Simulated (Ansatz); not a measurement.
## How Nb(100) screens a field

Wanted: the response of a Nb(100) slab to a perpendicular field.

Calculated with Ansatz 0.2.0; plane-wave DFT, r2SCAN, Ansatz PAW.

## (1) The structure

The cell holds 9 atoms: 9 Nb. Cell: a = 3.300 Å, b = 3.300 Å, c = 31.200 Å, α = 90.0°, β = 90.0°, γ = 90.0°. Vacuum lies along c.

## (2) Atoms held, field 0

A sawtooth potential applies the field, turning back in the middle of the vacuum. With the dipole correction the typed value is the field outside the slab. The induced dipole is small, so the SCF threshold is tight.

File input.yaml:

```yaml
crystal:
  lattice:
    - [3.3, 0.0, 0.0]
    - [0.0, 3.3, 0.0]
    - [0.0, 0.0, 31.2]
  atoms:
    - { symbol: Nb, position: [0.0, 0.0, 0.2884615385] }
    - { symbol: Nb, position: [0.5, 0.5, 0.3413461538] }
    - { symbol: Nb, position: [0.0, 0.0, 0.3942307692] }
    - { symbol: Nb, position: [0.5, 0.5, 0.4471153846] }
    - { symbol: Nb, position: [0.0, 0.0, 0.5] }
    - { symbol: Nb, position: [0.5, 0.5, 0.5528846154] }
    - { symbol: Nb, position: [0.0, 0.0, 0.6057692308] }
    - { symbol: Nb, position: [0.5, 0.5, 0.6586538462] }
    - { symbol: Nb, position: [0.0, 0.0, 0.7115384615] }
kpoints:
  mp_grid: { grid: [16, 16, 1] }
hamiltonian:
  xc: r2scan
scf:
  occupations: { method: fermi_dirac, width: 0.1 }
  convergence: { dr2_threshold: 1.0e-10 }
efield:
  axis: 3
  dipole_correction: true
  ramp_position: 0.97
  ramp_width: 0.06
  amplitude: 0
output:
  forces: true
  write_potential: true
  write_density: true
  volumetric_format: npy
```

Command:

```console
$ ansatz run input.yaml --threads 4 --pin off --max-ram 6144MiB --backend cpu --events-out ev --progress --plain --runs-dir out
```

Numbers of over 12 decimals in the logs are rounded to 6 here.

What it wrote:

```text
Engine: ansatz 0.2.0, x86_64-unknown-linux-gnu
Pseudopotentials: kind: paw
Pseudopotential: Nb, paw, valence charge 13, recommended cutoff 500 eV (meta_gga), Nb.paw.azcp
Functional definition: r2SCAN
  parameter k0 = 0.174
  parameter k1 = 0.065
  parameter a1 = 4.9479
  exchange = r2scan_x(k0 = k0, k1 = k1, a1 = a1)
  correlation = r2scan_c
Crystal: 9 atoms, lattice volume = 339.768 Å³
Basis set: ecut = 500 eV, 8601 PW (Γ), exchange–correlation on 100×100×960 points (64 copies of the dense FFT grid, shifted against one another)
Bands: 71, of which v1, the nominal top of the filled ones, is band 59 counted from 1 (58 counted from 0)
Symmetry: 8 space group operations
k-points: 45 of 256
Non-local potential: Nb, projectors of the file, l = 0: 3, l = 1: 2, l = 2: 2, l = 3: 1
PAW form: soft (Blöchl's): semilocal exchange-correlation on the pseudo side does not see the compensation charge
PAW frozen core: Nb, regenerated for the run's functional (the file was generated under x = pbe(κ = 0.804, μ = 0.219515), c = pbe(β = 0.066725))
PAW one-centre angular grid: Nb, 590 points (default); XC on 160 Gauss nodes
Initial density: superposition of atomic densities (neutral atoms: chi_scale 0, normalization atom), corrected by the library's trained network
Initial wavefunctions: pseudopotential atomic-orbital guess
Functional: x = r2scan, c = r2scan; τ floored in thin density (d = 2e-4 eV/Å³)
SCF iter   1: F=—  HF=-41069.900636 eV  |F-HF|=—  |Δ(HF+E_count)|=         —  Δρ=1.96e-2  dr2=4.36e1  dr2_τ=2.90e-1  ethr=1.77e-3  p=0.000 e·Å  D=3.09e-13 V/Å  ΔV_dip=-0.00 eV  dr2_dipole=2.55e-10  V_vac-E_F(+/−)=4.28/4.28 eV  ⟨swp⟩=8.6  Hψ=15112  notcnv=0
efield: sawtooth ramp at fractional position 0.9700 (set: `efield.ramp_position`, or a place that a band, a saddle search or an elastic batch's reference lends), width 0.0600; the density the first Hamiltonian is built on has a dipole p = 0.000 e·Å; the dipole correction subtracts the counter field D = 3.09e-13 V/Å, which shifts the + side's vacuum level by -0.00 eV against the − side's; the planar-averaged density in the ramp window peaks in size at 2.0e-5 e/Å³
preconditioner: auto → LDOS  [metal: Δε(μ)=0.004 eV  Ē_g=3.550 eV  σ=0.100 eV  W_gap=0.01  n_scr=74 (ndim 8)  ℏωp=13.5 eV  f_vac=0.463  D(μ)=8.25/eV (n_scr^D=56)  β→1.0]
SCF iter   2: F=—  HF=-41069.388473 eV  |F-HF|=—  |Δ(HF+E_count)|=   5.12e-1  Δρ=1.47e-2  dr2=1.61e1  dr2_τ=3.98e-1  ethr=1.77e-3  p=0.000 e·Å  D=2.82e-6 V/Å  ΔV_dip=-0.00 eV  dr2_dipole=4.98e-9  V_vac-E_F(+/−)=3.23/3.23 eV  ⟨swp⟩=3.9  Hψ=5540  notcnv=0  defer=5
SCF iter   3: F=—  HF=-41069.237341 eV  |F-HF|=—  |Δ(HF+E_count)|=   1.51e-1  Δρ=3.25e-3  dr2=9.12e-1  dr2_τ=1.05e-2  ethr=1.77e-3  p=0.000 e·Å  D=1.96e-6 V/Å  ΔV_dip=-0.00 eV  dr2_dipole=4.38e-10  V_vac-E_F(+/−)=3.71/3.71 eV  ⟨swp⟩=2.7  Hψ=4692  notcnv=0  defer=3
SCF iter   4: F=—  HF=-41069.232474 eV  |F-HF|=—  |Δ(HF+E_count)|=   4.87e-3  Δρ=6.47e-4  dr2=5.87e-3  dr2_τ=2.15e-4  ethr=7.79e-4  p=0.000 e·Å  D=1.75e-6 V/Å  ΔV_dip=-0.00 eV  dr2_dipole=6.33e-9  V_vac-E_F(+/−)=3.64/3.64 eV  ⟨swp⟩=1.2  Hψ=3663  notcnv=0  defer=1
SCF iter   5: F=—  HF=-41069.232627 eV  |F-HF|=—  |Δ(HF+E_count)|=   1.53e-4  Δρ=2.93e-4  dr2=5.05e-3  dr2_τ=8.11e-5  ethr=5.02e-6  p=0.000 e·Å  D=1.16e-6 V/Å  ΔV_dip=-0.00 eV  dr2_dipole=3.71e-10  V_vac-E_F(+/−)=3.67/3.67 eV  ⟨swp⟩=2.2  Hψ=4314  notcnv=0  defer=1
SCF iter   6: F=—  HF=-41069.232691 eV  |F-HF|=—  |Δ(HF+E_count)|=   6.37e-5  Δρ=1.11e-4  dr2=7.90e-4  dr2_τ=2.59e-6  ethr=4.31e-6  p=0.000 e·Å  D=1.14e-7 V/Å  ΔV_dip=-0.00 eV  dr2_dipole=5.19e-10  V_vac-E_F(+/−)=3.69/3.69 eV  ⟨swp⟩=1.0  Hψ=3194  notcnv=0  defer=1
SCF iter   7: F=—  HF=-41069.232698 eV  |F-HF|=—  |Δ(HF+E_count)|=   6.99e-6  Δρ=2.59e-5  dr2=2.17e-5  dr2_τ=3.42e-7  ethr=6.75e-7  p=0.000 e·Å  D=1.60e-8 V/Å  ΔV_dip=-0.00 eV  dr2_dipole=9.62e-13  V_vac-E_F(+/−)=3.71/3.71 eV  ⟨swp⟩=1.7  Hψ=3404  notcnv=0  defer=1
SCF iter   8: F=—  HF=-41069.232703 eV  |F-HF|=—  |Δ(HF+E_count)|=   5.38e-6  Δρ=1.10e-5  dr2=3.14e-6  dr2_τ=8.26e-8  ethr=1.86e-8  p=-0.000 e·Å  D=-4.88e-8 V/Å  ΔV_dip=0.00 eV  dr2_dipole=5.91e-12  V_vac-E_F(+/−)=3.72/3.72 eV  ⟨swp⟩=2.5  Hψ=4454  notcnv=0  defer=1
SCF iter   9: F=—  HF=-41069.231778 eV  |F-HF|=—  |Δ(HF+E_count)|=   9.25e-4  Δρ=2.99e-6  dr2=3.39e-7  dr2_τ=4.52e-9  ethr=2.69e-9  p=-0.000 e·Å  D=-3.59e-9 V/Å  ΔV_dip=0.00 eV  dr2_dipole=1.91e-12  V_vac-E_F(+/−)=3.72/3.72 eV  ⟨swp⟩=1.9  Hψ=3577  notcnv=0  defer=1
SCF iter  10: F=—  HF=-41069.231778 eV  |F-HF|=—  |Δ(HF+E_count)|=   3.31e-8  Δρ=1.35e-6  dr2=3.97e-8  dr2_τ=1.17e-9  ethr=2.90e-10  p=-0.000 e·Å  D=-2.63e-8 V/Å  ΔV_dip=0.00 eV  dr2_dipole=1.13e-12  V_vac-E_F(+/−)=3.72/3.72 eV  ⟨swp⟩=2.0  Hψ=4103  notcnv=0  defer=1
SCF iter  11: F=—  HF=-41069.231778 eV  |F-HF|=—  |Δ(HF+E_count)|=   3.83e-9  Δρ=3.14e-7  dr2=2.46e-9  dr2_τ=3.91e-11  ethr=3.39e-11  p=-0.000 e·Å  D=-4.56e-9 V/Å  ΔV_dip=0.00 eV  dr2_dipole=1.10e-17  V_vac-E_F(+/−)=3.72/3.72 eV  ⟨swp⟩=2.0  Hψ=4085  notcnv=0  defer=1
SCF iter  12: F=-41069.231778 eV  HF=-41069.231778 eV  |F-HF|=8.00e-11  |Δ(HF+E_count)|=  9.17e-10  Δρ=1.06e-7  dr2=5.54e-11  dr2_τ=7.96e-12  ethr=1.00e-12  p=-0.000 e·Å  D=-7.22e-9 V/Å  ΔV_dip=0.00 eV  dr2_dipole=4.01e-15  V_vac-E_F(+/−)=3.72/3.72 eV  ⟨swp⟩=10.8  Hψ=21929  notcnv=0
SCF 1 converged in 12 iterations: F = -41069.231778 eV  dr2 = 5.54e-11
  greatest PAW one-centre occupation: 1.000 electrons in one spin orbital (limit 2), on the Nb atom at site 7 (counted from 0), in its partial waves of l = 0
WARN: The output density's exchange-correlation potential varies sharply where the density is thin. Do not read a vacuum level from v_tot or v_xc, or from such a field of the output density. On a cell that repeats whose density bears no net charge and no dipole along the vacuum's axis use v_es (v_loc + v_h of the components); under efield.dipole_correction with no amplitude use v_es + v_field, which holds any externa [...]
SCF converged after 12 iterations
Free energy (F): -41069.231778 eV
Harris-Foulkes:  -41069.231778 eV  (|F-HF|=8.00e-11)
Internal energy: -41068.869879 eV  (E = F + TS)
E sigma→0 (E₀):  -41069.050829 eV
Entropy (-TS):   -0.361899 eV (-40.211 meV/atom)
Fermi energy:    6.708715 eV
Dipole field:    D = 0.000000 V/Å  (p = 0.000000 e·Å, saw-weighted, corrected)
Work function:   Φ+ = 3.7223 eV   Φ− = 3.7223 eV
Levels:          The Fermi level and band energies are counted from a zero that moves with the ramp; work functions are not
--- Per-component energies (eV) ---
  E_band       = -2016.796832
  E_kinetic    = 3534.797459
  E_local      = -169283.949049  (includes V_loc(G=0)·N_el)
  E_nonlocal   = 1077.414722
  E_hartree    = 82808.382764
  E_xc         = -1520.452644
  E_vxc        = -2121.519114  (∫ρ·V_xc dr)
  E_paw        = -27812.237464  (= ΣΔE_a)
  E_vpaw       = -974.327864  (= ΣTr[D̂ρ^β])
  E_aug_tail   = 0.000036  (compensation charges beyond the density's cutoff)
  E_vtau       = 134.021971  (kinetic-family band-sum trace: ∫τ·v_τ [+ j·A + Jᵃ·Aᵃ] dr)
  E_efield     = 0.000000  (sawtooth field / dipole correction)
  E_vefield    = 0.000000  (∫n·V_field dr)
  E_ewald      = 70128.906174
  E_core_change = -1.731876  (= ΣΔE_core)
  E_smearing   = -0.361899  (= −TS)
  E_closure    = -0.000000  (closes the sum)
  Σ components = -41069.231778   (vs F -41069.231778, Δ=0.00e0)
--- Forces (eV/Å), atoms counted from 1 ---
  atom   1  Nb     0.00000000     0.00000000     1.15605127
  atom   2  Nb     0.00000000     0.00000000    -0.92843187
  atom   3  Nb    -0.00000000     0.00000000    -0.53979919
  atom   4  Nb    -0.00000000     0.00000000     0.34543984
  atom   5  Nb     0.00000000     0.00000000     0.00000002
  atom   6  Nb     0.00000000     0.00000000    -0.34543984
  atom   7  Nb     0.00000000     0.00000000     0.53979921
  atom   8  Nb    -0.00000000     0.00000000     0.92843197
  atom   9  Nb    -0.00000000     0.00000000    -1.15605123
  max |Σ_I F_I| component: 1.82e-7 eV/Å
--- Band table (eV; the first three rows and the last of 45) ---
  k-point 0: bands = [... 55 lower, 6.9685, 6.9685, 7.0980, 7.0980, 7.1702, 7.2338, 7.2338, 7.3794, ... 8 higher]
  k-point 1: bands = [... 55 lower, 6.8973, 6.9629, 6.9998, 7.0470, 7.1310, 7.2245, 7.2509, 7.3680, ... 8 higher]
  k-point 2: bands = [... 55 lower, 6.6578, 6.7686, 6.7926, 6.9940, 7.1454, 7.1923, 7.3688, 7.4018, ... 8 higher]
  k-point 44: bands = [... 55 lower, 6.2039, 6.2039, 7.0738, 7.0738, 8.1070, 8.1070, 9.0683, 9.0727, ... 8 higher]
```

The job ended after 53 s (4 threads of Intel Xeon Platinum 8488C (Sapphire Rapids), shared host; peak memory 1.9 GiB; 3.1 min of CPU time).

The column dr2 measures how far the density is from self-consistency, as an energy; F and HF (Harris–Foulkes) agree once it is small.

Numbers from this step:

* energy at zero smearing: -41069.0508 eV
* work function, upper face: 3.722 eV
* dipole along the normal: 1.09e-7 e·Å

Running mean over 1.65 Å of the planar mean; the ramp of the sawtooth is left out. Table of electron's electrostatic potential energy less the Fermi level by z:

z (Å), electron's electrostatic potential energy less the Fermi level (eV) and a bar from the least value:
```
        4        3.7 ##############################
        5        3.7 ##############################
        6        3.6 ##############################
        7        2.8 ############################
        8       -2.9 ################
        9      -10.7 #
       10      -11.0 
       11      -10.9 
       12      -11.0 
       13      -11.0 
       14      -10.9 
       15      -10.9 
       16      -10.9 
       17      -10.9 
       18      -10.9 
       19      -11.0 
       20      -11.0 
       21      -11.0 
       22      -11.0 
       23       -5.0 ############
       24        2.4 ###########################
       25        3.5 ##############################
       26        3.7 ##############################
       27        3.7 ##############################
```

Force by atom:

```tsv
atom	x (eV/Å)	y (eV/Å)	z (eV/Å)	size
Nb1	0.00	0.00	1.16	1.16
Nb2	0.00	0.00	-0.93	0.93
Nb3	0.00	0.00	-0.54	0.54
Nb4	0.00	0.00	0.35	0.35
Nb5	0.00	0.00	0.00	0.00
Nb6	0.00	0.00	-0.35	0.35
Nb7	0.00	0.00	0.54	0.54
Nb8	0.00	0.00	0.93	0.93
Nb9	0.00	0.00	-1.16	1.16
```

The work function of the upper face is 3.72 eV.

## (3) Atoms held, field 0.05 V/Å

input.yaml, as its differences from that of step 2:

```diff
@@ -27,3 +27,3 @@
   ramp_width: 0.06
-  amplitude: 0
+  amplitude: 0.05
 output:
```

What it wrote:

```text
[...]
Crystal: 9 atoms, lattice volume = 339.768 Å³
Basis set: ecut = 500 eV, 8601 PW (Γ), exchange–correlation on 100×100×960 points (64 copies of the dense FFT grid, shifted against one another)
Bands: 71, of which v1, the nominal top of the filled ones, is band 59 counted from 1 (58 counted from 0)
Symmetry: 8 space group operations
k-points: 45 of 256
[...]
k-point 0: bands = [... 55 lower, 6.9681, 6.9681, 7.0976, 7.0976, 7.1698, 7.2335, 7.2335, 7.3791, ... 8 higher]
  k-point 1: bands = [... 55 lower, 6.8970, 6.9626, 6.9995, 7.0467, 7.1307, 7.2243, 7.2505, 7.3676, ... 8 higher]
  k-point 2: bands = [... 55 lower, 6.6574, 6.7683, 6.7924, 6.9937, 7.1451, 7.1920, 7.3679, 7.4021, ... 8 higher]
  k-point 44: bands = [... 55 lower, 6.2035, 6.2035, 7.0735, 7.0735, 8.1066, 8.1066, 9.0679, 9.0724, ... 8 higher]
[key lines of the parts left out:]
SCF converged after 13 iterations
Free energy (F): -41069.233138 eV
Fermi energy:    6.708372 eV
Dipole field:    D = 0.028977 V/Å  (p = 0.054410 e·Å, saw-weighted, corrected)
```

It took 49 s on 4 threads; peak memory 2 GiB.

The dipole is 0.0544 e·Å.

## (4) Atoms held, field -0.05 V/Å

input.yaml, as its differences from that of step 3:

```diff
@@ -27,3 +27,3 @@
   ramp_width: 0.06
-  amplitude: 0.05
+  amplitude: -0.05
 output:
```

What it wrote:

```text
[...]
Crystal: 9 atoms, lattice volume = 339.768 Å³
Basis set: ecut = 500 eV, 8601 PW (Γ), exchange–correlation on 100×100×960 points (64 copies of the dense FFT grid, shifted against one another)
Bands: 71, of which v1, the nominal top of the filled ones, is band 59 counted from 1 (58 counted from 0)
Symmetry: 8 space group operations
k-points: 45 of 256
[...]
k-point 0: bands = [... 55 lower, 6.9681, 6.9681, 7.0976, 7.0976, 7.1698, 7.2335, 7.2335, 7.3791, ... 8 higher]
  k-point 1: bands = [... 55 lower, 6.8970, 6.9626, 6.9995, 7.0467, 7.1307, 7.2243, 7.2505, 7.3676, ... 8 higher]
  k-point 2: bands = [... 55 lower, 6.6574, 6.7683, 6.7924, 6.9937, 7.1451, 7.1920, 7.3679, 7.4021, ... 8 higher]
  k-point 44: bands = [... 55 lower, 6.2035, 6.2035, 7.0735, 7.0735, 8.1066, 8.1066, 9.0679, 9.0724, ... 8 higher]
[key lines of the parts left out:]
SCF converged after 13 iterations
Free energy (F): -41069.233138 eV
Fermi energy:    6.708372 eV
Dipole field:    D = -0.028977 V/Å  (p = -0.054410 e·Å, saw-weighted, corrected)
```

Wall time 63 s (4 threads); peak memory 2 GiB.

The dipole is -0.0544 e·Å.

## (5) Atoms held, field 0.1 V/Å

input.yaml, as its differences from that of step 4:

```diff
@@ -27,3 +27,3 @@
   ramp_width: 0.06
-  amplitude: -0.05
+  amplitude: 0.1
 output:
```

What it wrote:

```text
[...]
Crystal: 9 atoms, lattice volume = 339.768 Å³
Basis set: ecut = 500 eV, 8601 PW (Γ), exchange–correlation on 100×100×960 points (64 copies of the dense FFT grid, shifted against one another)
Bands: 71, of which v1, the nominal top of the filled ones, is band 59 counted from 1 (58 counted from 0)
Symmetry: 8 space group operations
k-points: 45 of 256
[...]
k-point 0: bands = [... 55 lower, 6.9671, 6.9671, 7.0966, 7.0966, 7.1688, 7.2324, 7.2324, 7.3781, ... 8 higher]
  k-point 1: bands = [... 55 lower, 6.8960, 6.9615, 6.9985, 7.0456, 7.1297, 7.2235, 7.2495, 7.3666, ... 8 higher]
  k-point 2: bands = [... 55 lower, 6.6564, 6.7673, 6.7915, 6.9926, 7.1441, 7.1909, 7.3652, 7.4029, ... 8 higher]
  k-point 44: bands = [... 55 lower, 6.2025, 6.2025, 7.0725, 7.0725, 8.1056, 8.1056, 9.0668, 9.0716, ... 8 higher]
[key lines of the parts left out:]
SCF converged after 13 iterations
Free energy (F): -41069.237219 eV
Fermi energy:    6.707340 eV
Dipole field:    D = 0.057958 V/Å  (p = 0.108827 e·Å, saw-weighted, corrected)
```

It took 54 s on 4 threads; peak memory 2 GiB; 3.5 min of CPU time.

The dipole is 0.109 e·Å.

## (6) Atoms held, field -0.1 V/Å

input.yaml, as its differences from that of step 5:

```diff
@@ -27,3 +27,3 @@
   ramp_width: 0.06
-  amplitude: 0.1
+  amplitude: -0.1
 output:
```

What it wrote:

```text
[...]
Crystal: 9 atoms, lattice volume = 339.768 Å³
Basis set: ecut = 500 eV, 8601 PW (Γ), exchange–correlation on 100×100×960 points (64 copies of the dense FFT grid, shifted against one another)
Bands: 71, of which v1, the nominal top of the filled ones, is band 59 counted from 1 (58 counted from 0)
Symmetry: 8 space group operations
k-points: 45 of 256
[...]
k-point 0: bands = [... 55 lower, 6.9671, 6.9671, 7.0966, 7.0966, 7.1688, 7.2324, 7.2324, 7.3781, ... 8 higher]
  k-point 1: bands = [... 55 lower, 6.8960, 6.9615, 6.9985, 7.0456, 7.1297, 7.2235, 7.2495, 7.3666, ... 8 higher]
  k-point 2: bands = [... 55 lower, 6.6564, 6.7673, 6.7915, 6.9926, 7.1441, 7.1909, 7.3652, 7.4029, ... 8 higher]
  k-point 44: bands = [... 55 lower, 6.2025, 6.2025, 7.0725, 7.0725, 8.1056, 8.1056, 9.0668, 9.0716, ... 8 higher]
[key lines of the parts left out:]
SCF converged after 13 iterations
Free energy (F): -41069.237219 eV
Fermi energy:    6.707340 eV
Dipole field:    D = -0.057958 V/Å  (p = -0.108827 e·Å, saw-weighted, corrected)
```

Wall time 54 s (4 threads); peak memory 2 GiB.

The dipole is -0.109 e·Å.

## (7) Atoms held, field 0.2 V/Å

input.yaml, as its differences from that of step 6:

```diff
@@ -27,3 +27,3 @@
   ramp_width: 0.06
-  amplitude: -0.1
+  amplitude: 0.2
 output:
```

What it wrote:

```text
[...]
Crystal: 9 atoms, lattice volume = 339.768 Å³
Basis set: ecut = 500 eV, 8601 PW (Γ), exchange–correlation on 100×100×960 points (64 copies of the dense FFT grid, shifted against one another)
Bands: 71, of which v1, the nominal top of the filled ones, is band 59 counted from 1 (58 counted from 0)
Symmetry: 8 space group operations
k-points: 45 of 256
[...]
k-point 0: bands = [... 55 lower, 6.9630, 6.9630, 7.0925, 7.0925, 7.1647, 7.2283, 7.2283, 7.3739, ... 8 higher]
  k-point 1: bands = [... 55 lower, 6.8919, 6.9574, 6.9943, 7.0415, 7.1259, 7.2204, 7.2453, 7.3624, ... 8 higher]
  k-point 2: bands = [... 55 lower, 6.6523, 6.7631, 6.7882, 6.9885, 7.1399, 7.1867, 7.3557, 7.4052, ... 8 higher]
  k-point 44: bands = [... 55 lower, 6.1984, 6.1984, 7.0684, 7.0684, 8.1016, 8.1016, 9.0624, 9.0683, ... 8 higher]
[key lines of the parts left out:]
SCF converged after 14 iterations
Free energy (F): -41069.253545 eV
Fermi energy:    6.703197 eV
Dipole field:    D = 0.115933 V/Å  (p = 0.217685 e·Å, saw-weighted, corrected)
```

It took 63 s on 4 threads; peak memory 2 GiB.

The dipole is 0.218 e·Å.

## (8) Atoms held, field -0.2 V/Å

input.yaml, as its differences from that of step 7:

```diff
@@ -27,3 +27,3 @@
   ramp_width: 0.06
-  amplitude: 0.2
+  amplitude: -0.2
 output:
```

What it wrote:

```text
[...]
Crystal: 9 atoms, lattice volume = 339.768 Å³
Basis set: ecut = 500 eV, 8601 PW (Γ), exchange–correlation on 100×100×960 points (64 copies of the dense FFT grid, shifted against one another)
Bands: 71, of which v1, the nominal top of the filled ones, is band 59 counted from 1 (58 counted from 0)
Symmetry: 8 space group operations
k-points: 45 of 256
[...]
k-point 0: bands = [... 55 lower, 6.9630, 6.9630, 7.0925, 7.0925, 7.1647, 7.2283, 7.2283, 7.3739, ... 8 higher]
  k-point 1: bands = [... 55 lower, 6.8919, 6.9574, 6.9943, 7.0415, 7.1259, 7.2204, 7.2453, 7.3624, ... 8 higher]
  k-point 2: bands = [... 55 lower, 6.6523, 6.7631, 6.7882, 6.9885, 7.1399, 7.1867, 7.3557, 7.4052, ... 8 higher]
  k-point 44: bands = [... 55 lower, 6.1984, 6.1984, 7.0684, 7.0684, 8.1016, 8.1016, 9.0624, 9.0683, ... 8 higher]
[key lines of the parts left out:]
SCF converged after 14 iterations
Free energy (F): -41069.253545 eV
Fermi energy:    6.703197 eV
Dipole field:    D = -0.115933 V/Å  (p = -0.217684 e·Å, saw-weighted, corrected)
```

Run time: 62 s. Hardware: 4 threads; peak memory 2 GiB.

The dipole is -0.218 e·Å.

[end of part 1 of 2]

[Logs are printed without paths, hosts, clocks, repeated set-up lines and the standing remarks that a program may print on its own settings, such as how far it seeks lower states.]

[Hosts, paths, dates, database ids (printed as entryN), source tags and the programs' standing remarks are cut or masked in the printed files.]

[Maps of the electrostatic potential energy from Ansatz leave out the sawtooth potential of an applied field or a dipole correction, so their vacuum need not be flat; planar profiles and work functions include it.]
